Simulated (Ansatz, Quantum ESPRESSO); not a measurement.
# Ce3In (Pm-3m): zone-centre phonons

Which modes does Ce3In (Pm-3m) have at the zone centre?

Method: DFT PBEsol, scalar-relativistic, plane waves, PseudoDojo norm-conserving, 4f in core pseudopotentials, in Quantum ESPRESSO 7.5.

### 1. Set-up

The structure is cubic, space group Pm-3m (No. 221). Conventional cell: a = 4.900 Å, b = 4.900 Å, c = 4.900 Å, α = 90.00°, β = 90.00°, γ = 90.00°. Nearest to Ce lie 8 Ce at 3.47 Å and 4 In at 3.47 Å. Nearest to In lie 12 Ce at 3.47 Å. Farther neighbours are not listed.

As a file:

```
Ce In
1.0
     4.90036    0.00000    0.00000
     0.00000    4.90036    0.00000
     0.00000    0.00000    4.90036
Ce In
3 1
Direct
  0.50000 0.50000 0.00000
  0.50000 0.00000 0.50000
  0.00000 0.50000 0.50000
  0.00000 0.00000 0.00000
```

### 2. A first look

A cheap run with smearing and empty bands tells whether the crystal has a gap, which decides between fixed occupations and smearing later on.

File probe.in:

```
&control
   calculation = 'scf'
   prefix = 'x'
   outdir = './tmp'
   pseudo_dir = './pseudo'
   tprnfor = .true.
   tstress = .true.
   verbosity = 'high'
/
&system
   ibrav = 1
   celldm(1) = 9.26034098
   nat = 4
   ntyp = 2
   ecutwfc = 62.0
   input_dft = 'pbesol'
   occupations = 'smearing'
   smearing = 'gaussian'
   degauss = 0.01
/
&electrons
   conv_thr = 1.0d-07
   mixing_beta = 0.7
   electron_maxstep = 100
/
ATOMIC_SPECIES
 Ce    140.1160  Ce.upf
 In    114.8180  In.upf
ATOMIC_POSITIONS crystal
 Ce     0.500000000   0.500000000   0.000000000
 Ce     0.500000000   0.000000000   0.500000000
 Ce     0.000000000   0.500000000   0.500000000
 In     0.000000000   0.000000000   0.000000000
K_POINTS automatic
 4 4 4 0 0 0
```

Launch:

```
$ OMP_NUM_THREADS=1 mpirun -n 8 pw.x -nk 8 -in probe.in > probe.out
```

The log of the run:

```text
[banners, grids, parts of the stress and lines that vanish by symmetry left out]
Program PWSCF v.7.5
     IMPORTANT: XC functional enforced from input :
     Exchange-correlation= PBESOL
                           (   1   4  10   8   0   0   0)
[...]
kinetic-energy cutoff     =      62.0000  Ry
     charge density cutoff     =     248.0000  Ry
     scf convergence threshold =      1.0E-07
[...]
Exchange-correlation= PBESOL
                           (   1   4  10   8   0   0   0)
[...]
48 Sym. Ops., with inversion, found
[...]
(     0          1          0      )
                  (     0          0          1      )
[...]
(  0.0000000  1.0000000  0.0000000 )
                  (  0.0000000  0.0000000  1.0000000 )
[...]
(     0         -1          0      )
[...]
(     1          0          0      )
[...]
( -1.0000000  0.0000000  0.0000000 )
                  (  0.0000000  1.0000000  0.0000000 )
[...]
number of k points=    10  Gaussian smearing, width (Ry)=  0.0100
[...]
End of self-consistent calculation
[...]
the Fermi energy is    12.6113 ev
!    total energy              =    -346.71022690 Ry
[...]
convergence has been achieved in   7 iterations
[...]
atom    1 type  1   force =     0.00000000    0.00000000    0.00000000
     atom    2 type  1   force =     0.00000000    0.00000000    0.00000000
     atom    3 type  1   force =     0.00000000    0.00000000    0.00000000
     atom    4 type  2   force =     0.00000000    0.00000000    0.00000000
[...]
Total force =     0.000000     Total SCF correction =     0.000000
[...]
total   stress  (Ry/bohr**3)                   (kbar)     P=       21.22
[...]
XML data file, charge density, pseudopotentials, collected wavefunctions

   JOB DONE.
```

Wall time 6.6 s (8 MPI ranks of Arm Neoverse V1, shared host).

Numbers from this step:

```yaml
volume_per_atom: 29.42 Å³
pressure: 2.122 GPa
gap_on_the_k_mesh: 0 eV
```

No gap opens on this mesh, so smearing is kept; the start stands at 2.1 GPa.

### 3. Relaxation

The harmonic expansion starts where the forces on the atoms vanish, and stress shifts the frequencies, so cell and atoms are relaxed with tight thresholds.

File relax.in:

```
&control
   calculation = 'vc-relax'
   prefix = 'x'
   outdir = './tmp'
   pseudo_dir = './pseudo'
   tprnfor = .true.
   tstress = .true.
   forc_conv_thr = 2.0d-05
   etot_conv_thr = 1.0d-07
   nstep = 40
/
&system
   ibrav = 1
   celldm(1) = 9.26034098
   nat = 4
   ntyp = 2
   ecutwfc = 62.0
   input_dft = 'pbesol'
   occupations = 'smearing'
   smearing = 'mv'
   degauss = 0.02
/
&electrons
   conv_thr = 1.0d-11
   mixing_beta = 0.7
   electron_maxstep = 100
/
&ions
/
&cell
   press_conv_thr = 0.1
/
ATOMIC_SPECIES
 Ce    140.1160  Ce.upf
 In    114.8180  In.upf
ATOMIC_POSITIONS crystal
 Ce     0.500000000   0.500000000   0.000000000
 Ce     0.500000000   0.000000000   0.500000000
 Ce     0.000000000   0.500000000   0.500000000
 In     0.000000000   0.000000000   0.000000000
K_POINTS automatic
 6 6 6 0 0 0
```

Launch:

```
$ OMP_NUM_THREADS=1 mpirun -n 8 pw.x -nk 8 -in relax.in > relax.out
```

The log of the run:

```text
[banners, grids, parts of the stress and lines that vanish by symmetry left out]
[banner, memory and clock lines left out]
Program PWSCF v.7.5

[...]
Exchange-correlation= PBESOL
                           (   1   4  10   8   0   0   0)
[...]
kinetic-energy cutoff     =      62.0000  Ry
     charge density cutoff     =     248.0000  Ry
     scf convergence threshold =      1.0E-11
[...]
energy convergence thresh.=      1.0E-07
     force convergence thresh. =      2.0E-05
     press convergence thresh. =      1.0E-01
     Exchange-correlation= PBESOL
                           (   1   4  10   8   0   0   0)
[...]
48 Sym. Ops., with inversion, found
[...]
number of k points=    20  Marzari-Vanderbilt smearing, width (Ry)=  0.0200
[...]
End of self-consistent calculation
[...]
the Fermi energy is    12.6062 ev
!    total energy              =    -346.71245440 Ry
[...]
convergence has been achieved in  11 iterations
[...]
atom    1 type  1   force =     0.00000000    0.00000000    0.00000000
     atom    2 type  1   force =     0.00000000    0.00000000    0.00000000
     atom    3 type  1   force =     0.00000000    0.00000000    0.00000000
     atom    4 type  2   force =     0.00000000    0.00000000    0.00000000
     Total force =     0.000000     Total SCF correction =     0.000000
[...]
total   stress  (Ry/bohr**3)                   (kbar)     P=       20.29
[...]
number of bfgs steps    =   0
[...]
CELL_PARAMETERS (alat=  9.26034098)
[...]
ATOMIC_POSITIONS (crystal)
Ce               0.5000000000        0.5000000000        0.0000000000
Ce               0.5000000000        0.0000000000        0.5000000000
Ce               0.0000000000        0.5000000000        0.5000000000
In               0.0000000000        0.0000000000        0.0000000000
[...]
New effective cutoffs (rho, wfc):  245.98   61.55
[...]
End of self-consistent calculation
[...]
the Fermi energy is    12.4558 ev
!    total energy              =    -346.71342077 Ry
[...]
convergence has been achieved in   7 iterations
[...]
atom    1 type  1   force =     0.00000000    0.00000000    0.00000000
     atom    2 type  1   force =     0.00000000    0.00000000    0.00000000
     atom    3 type  1   force =     0.00000000    0.00000000    0.00000000
     atom    4 type  2   force =     0.00000000    0.00000000    0.00000000
     Total force =     0.000000     Total SCF correction =     0.000000
[...]
total   stress  (Ry/bohr**3)                   (kbar)     P=       14.25
[...]
number of bfgs steps    =   1
[...]
CELL_PARAMETERS (alat=  9.26034098)
[...]
ATOMIC_POSITIONS (crystal)
[...]
New effective cutoffs (rho, wfc):  244.13   61.08
[...]
End of self-consistent calculation
[...]
the Fermi energy is    12.2926 ev
!    total energy              =    -346.71410559 Ry
[...]
convergence has been achieved in   9 iterations
[...]
atom    1 type  1   force =     0.00000000    0.00000000    0.00000000
     atom    2 type  1   force =     0.00000000    0.00000000    0.00000000
     atom    3 type  1   force =     0.00000000    0.00000000    0.00000000
     atom    4 type  2   force =     0.00000000    0.00000000    0.00000000
     Total force =     0.000000     Total SCF correction =     0.000000
[...]
total   stress  (Ry/bohr**3)                   (kbar)     P=        7.86
[...]
number of bfgs steps    =   2
[...]
CELL_PARAMETERS (alat=  9.26034098)
[...]
ATOMIC_POSITIONS (crystal)
[...]
New effective cutoffs (rho, wfc):  241.85   60.51
[...]
End of self-consistent calculation
[...]
the Fermi energy is    12.0918 ev
!    total energy              =    -346.71441765 Ry
[...]
convergence has been achieved in  10 iterations
[...]
atom    1 type  1   force =     0.00000000    0.00000000    0.00000000
     atom    2 type  1   force =     0.00000000    0.00000000    0.00000000
[...]
Total force =     0.000000     Total SCF correction =     0.000000
[...]
total   stress  (Ry/bohr**3)                   (kbar)     P=        0.19
[...]
number of bfgs steps    =   3
[...]
CELL_PARAMETERS (alat=  9.26034098)
[...]
ATOMIC_POSITIONS (crystal)
[...]
New effective cutoffs (rho, wfc):  241.79   60.50
[...]
End of self-consistent calculation
[...]
the Fermi energy is    12.0868 ev
!    total energy              =    -346.71441783 Ry
[...]
convergence has been achieved in   8 iterations
[...]
Total force =     0.000000     Total SCF correction =     0.000000
[...]
total   stress  (Ry/bohr**3)                   (kbar)     P=        0.00
[...]
number of bfgs steps    =   4
[...]
small trust_radius: resetting bfgs history
[...]
CELL_PARAMETERS (alat=  9.26034098)
[...]
ATOMIC_POSITIONS (crystal)
[...]
New effective cutoffs (rho, wfc):  241.79   60.50
[...]
End of self-consistent calculation
[...]
the Fermi energy is    12.0868 ev
!    total energy              =    -346.71441783 Ry
[...]
convergence has been achieved in   3 iterations
[...]
atom    1 type  1   force =     0.00000000    0.00000000    0.00000000
     atom    2 type  1   force =     0.00000000    0.00000000    0.00000000
     atom    3 type  1   force =     0.00000000    0.00000000    0.00000000
     atom    4 type  2   force =     0.00000000    0.00000000    0.00000000
     Total force =     0.000000     Total SCF correction =     0.000000
[...]
total   stress  (Ry/bohr**3)                   (kbar)     P=        0.00
[...]
bfgs converged in   6 scf cycles and   5 bfgs steps
[...]
End of BFGS Geometry Optimization
     Final enthalpy           =    -346.7144178349 Ry
     File ./tmp/x.bfgs deleted, as requested
[...]
CELL_PARAMETERS (alat=  9.26034098)
[...]
ATOMIC_POSITIONS (crystal)
[...]
Ce               0.0000000000        0.5000000000        0.5000000000
In               0.0000000000        0.0000000000        0.0000000000
[...]
Final scf calculation at the relaxed structure.
[...]
kinetic-energy cutoff     =      62.0000  Ry
     charge density cutoff     =     248.0000  Ry
     scf convergence threshold =      1.0E-13
[...]
press convergence thresh. =      1.0E-01
     Exchange-correlation= PBESOL
                           (   1   4  10   8   0   0   0)
[...]
48 Sym. Ops., with inversion, found
[...]
number of k points=    20  Marzari-Vanderbilt smearing, width (Ry)=  0.0200
[...]
End of self-consistent calculation
[...]
the Fermi energy is    12.0868 ev
!    total energy              =    -346.71504934 Ry
[...]
convergence has been achieved in  12 iterations
[...]
atom    1 type  1   force =     0.00000000    0.00000000    0.00000000
     atom    2 type  1   force =     0.00000000    0.00000000    0.00000000
     atom    3 type  1   force =     0.00000000    0.00000000    0.00000000
     atom    4 type  2   force =     0.00000000    0.00000000    0.00000000
     Total force =     0.000000     Total SCF correction =     0.000000
[...]
total   stress  (Ry/bohr**3)                   (kbar)     P=        1.66
[...]
XML data file, charge density, pseudopotentials, collected wavefunctions
```

Elapsed: 67 s, on 8 MPI ranks; 8.9 min of CPU time.

Step by step:

```csv
step,energy less that of the first step (eV),largest force (eV/Å),pressure (GPa),volume (Å³)
1,0.0000,0.0000,2.03,117.68
2,-0.0131,0.0000,1.43,118.90
3,-0.0225,0.0000,0.79,120.25
4,-0.0267,0.0000,0.02,121.95
5,-0.0267,0.0000,0.00,122.00
6,-0.0267,0.0000,0.00,122.00
7,-0.0353,0.0000,0.17,122.00
```

```csv
"conventional cell, symmetrised",before,after,change
a (Å),4.900,4.960,+1.2 %
b (Å),4.900,4.960,+1.2 %
c (Å),4.900,4.960,+1.2 %
volume (Å³/atom),29.42,30.50,+3.7 %
```

Final coordinates:

```
Ce In
1.0
     4.95964    0.00000    0.00000
     0.00000    4.95964    0.00000
     0.00000    0.00000    4.95964
Ce In
3 1
Direct
  0.50000 0.50000 0.00000
  0.50000 0.00000 0.50000
  0.00000 0.50000 0.50000
  0.00000 0.00000 0.00000
```

The last row of the table of steps is pw.x's closing run on a basis chosen anew for the final cell, so its energy can jump.

This step gave:

| Quantity | Value |
| --- | --- |
| volume per atom | 30.50 Å³ |
| pressure | 0.1660 GPa |

The volume changes by +3.7 % from the cell with which this run began.

### 4. Self-consistent run for the response

The response is built on this ground state, so it is converged far tighter than an energy would need. Smearing stays on, as the first look found no gap above 0.3 eV.

File scf.in:

```
&control
   calculation = 'scf'
   prefix = 'x'
   outdir = './tmp'
   pseudo_dir = './pseudo'
   tprnfor = .true.
   tstress = .true.
/
&system
   ibrav = 1
   celldm(1) = 9.37236768
   nat = 4
   ntyp = 2
   ecutwfc = 62.0
   input_dft = 'pbesol'
   occupations = 'smearing'
   smearing = 'mv'
   degauss = 0.02
/
&electrons
   conv_thr = 1.0d-12
   mixing_beta = 0.7
   electron_maxstep = 100
/
ATOMIC_SPECIES
 Ce    140.1160  Ce.upf
 In    114.8180  In.upf
ATOMIC_POSITIONS crystal
 Ce     0.500000000   0.500000000   0.000000000
 Ce     0.500000000   0.000000000   0.500000000
 Ce     0.000000000   0.500000000   0.500000000
 In     0.000000000   0.000000000   0.000000000
K_POINTS automatic
 6 6 6 0 0 0
```

Launch:

```
$ OMP_NUM_THREADS=1 mpirun -n 8 pw.x -nk 8 -in scf.in > scf.out
```

The log of the run:

```text
[banners, grids, parts of the stress and lines that vanish by symmetry left out]
[banner, memory and clock lines left out]
Program PWSCF v.7.5

[...]
Exchange-correlation= PBESOL
                           (   1   4  10   8   0   0   0)
[...]
kinetic-energy cutoff     =      62.0000  Ry
     charge density cutoff     =     248.0000  Ry
     scf convergence threshold =      1.0E-12
[...]
Exchange-correlation= PBESOL
                           (   1   4  10   8   0   0   0)
[...]
48 Sym. Ops., with inversion, found
[...]
number of k points=    20  Marzari-Vanderbilt smearing, width (Ry)=  0.0200
[...]
End of self-consistent calculation
[...]
the Fermi energy is    12.0868 ev
!    total energy              =    -346.71504934 Ry
[...]
convergence has been achieved in  11 iterations
[...]
atom    1 type  1   force =     0.00000000    0.00000000    0.00000000
     atom    2 type  1   force =     0.00000000    0.00000000    0.00000000
     atom    3 type  1   force =     0.00000000    0.00000000    0.00000000
     atom    4 type  2   force =     0.00000000    0.00000000    0.00000000
     Total force =     0.000000     Total SCF correction =     0.000000
[...]
total   stress  (Ry/bohr**3)                   (kbar)     P=        1.66
[...]
XML data file, charge density, pseudopotentials, collected wavefunctions
```

Elapsed: 14 s, on 8 MPI ranks.

The cell stands at 0.17 GPa, close enough for phonons.

(Part 1 of 3 ends here.)

[Host names and launcher messages were left out of these logs when they were recorded.]

[Logs are printed without paths, hosts, clocks, repeated set-up lines and the standing remarks that a program may print on its own settings, such as how far it seeks lower states.]

[Hosts, paths, dates, database ids (printed as entryN), source tags and the programs' standing remarks are cut or masked in the printed files.]
